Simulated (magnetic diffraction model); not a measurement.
# Magnetic neutron pattern of KFeH8N4

Space group P4/n (no. 85, origin choice 1), a = 7.1530 Å, c = 5.0950 Å.

```
site  atom       x       y       z
  2a    Fe     1/2     1/2       0
  2c     K       0     1/2  0.7423
  8g     N  0.5812  0.3317  0.7836
  8g     H  0.6063  0.2899  0.5708
  8g     H  0.7115  0.2184  0.8440
```

The compound is invented for this exercise: a known structure type with other elements, its cell scaled to their sizes and not relaxed.

Only Fe is taken to order (form factors of Fe3+); orders and moment sizes are assumed, and not adapted to the symmetry. Radiation: neutrons of λ = 1.8 Å, 8° to 45°; isotropic B of 0.79 Å² (Fe), 0.94 Å² (K), 0.89 Å² (N) and 1.23 Å² (H). The intensities are simulated: I ∝ L Σ (|F_N|² + |F_M⊥|²) for unpolarised neutrons, with F_M = 2.695 fm/μB × Σ f(s) S exp(2πi Q·r) exp(−B s²) at Q = H ± k (one set where k and −k are equivalent), only the part normal to Q counting and L = 1/(sin²θ cos θ). For collinear order S is the moment m, which repeats by lattice and centring translations R with the sign exp(−2πi k·R). Form factors are spin-only for 3d ions and dipole or tabulated for f ions, scattering lengths are Sears's of 1992, and absorption is left out. A label names one of the reflections at its angle. The strongest nuclear line in the range is 100, and lines under 0.2 are left out.

Assume the order k = (1/2 0 0), collinear moments along [110], 4.13 μB on Fe; signs + at (1/2, 1/2, 0), − at (0, 0, 0).

Predict the pattern, nuclear and magnetic parts apart.

```
2θ (°)      index  nuclear  magnetic
 16.17  (1/2 1 0)      0.0       9.1
 20.35    (0 0 1)     51.0       0.0
 20.50    (1 1 0)     78.0       0.0
 21.61  (1/2 0 1)      0.0       8.9
 21.76  (3/2 0 0)      0.0       2.3
 25.05    (1 0 1)      0.3       0.0
 26.10  (1/2 1 1)      0.0       9.7
 26.22  (3/2 1 0)      0.0       3.0
 29.04    (1 1 1)     52.2       0.0
 29.15    (2 0 0)    100.0       0.0
 29.96  (3/2 0 1)      0.0       3.1
 30.07  (1/2 2 0)      0.0       2.1
 33.42  (3/2 1 1)      0.0       4.4
 35.81    (2 0 1)     21.1       0.0
 36.58  (1/2 2 1)      0.0       3.3
 36.67  (5/2 0 0)      0.0       1.8
 38.80    (2 1 1)     98.0       0.0
 39.61  (5/2 1 0)      0.0       1.0
 41.38    (0 0 2)     26.3       0.0
 41.69    (2 2 0)      1.8       0.0
 42.06  (1/2 0 2)      0.0       1.6
 42.29  (5/2 0 1)      0.0       3.0
 44.05    (1 0 2)      1.0       0.0
 44.70  (1/2 1 2)      0.0       2.5
 44.92  (5/2 1 1)      0.0       1.6
 45.00  (1/2 3 0)      0.0       0.7
```

The strongest magnetic line in the range is (1/2 1 1) at 26.10° (9.7). Below the range, at 7.21°, lies the magnetic line (1/2 0 0) with 25. On top of the Lorentz factor, which all lines share, magnetic lines fade with angle because f falls: for Fe3+ it is 0.92, 0.72, 0.50 and 0.17 at sin θ/λ = 0.1, 0.2, 0.3 and 0.5 Å⁻¹, while nuclear lengths stay constant. The order has no net moment.

[Logs are printed without paths, hosts, clocks, repeated set-up lines and the standing remarks that a program may print on its own settings, such as how far it seeks lower states.]
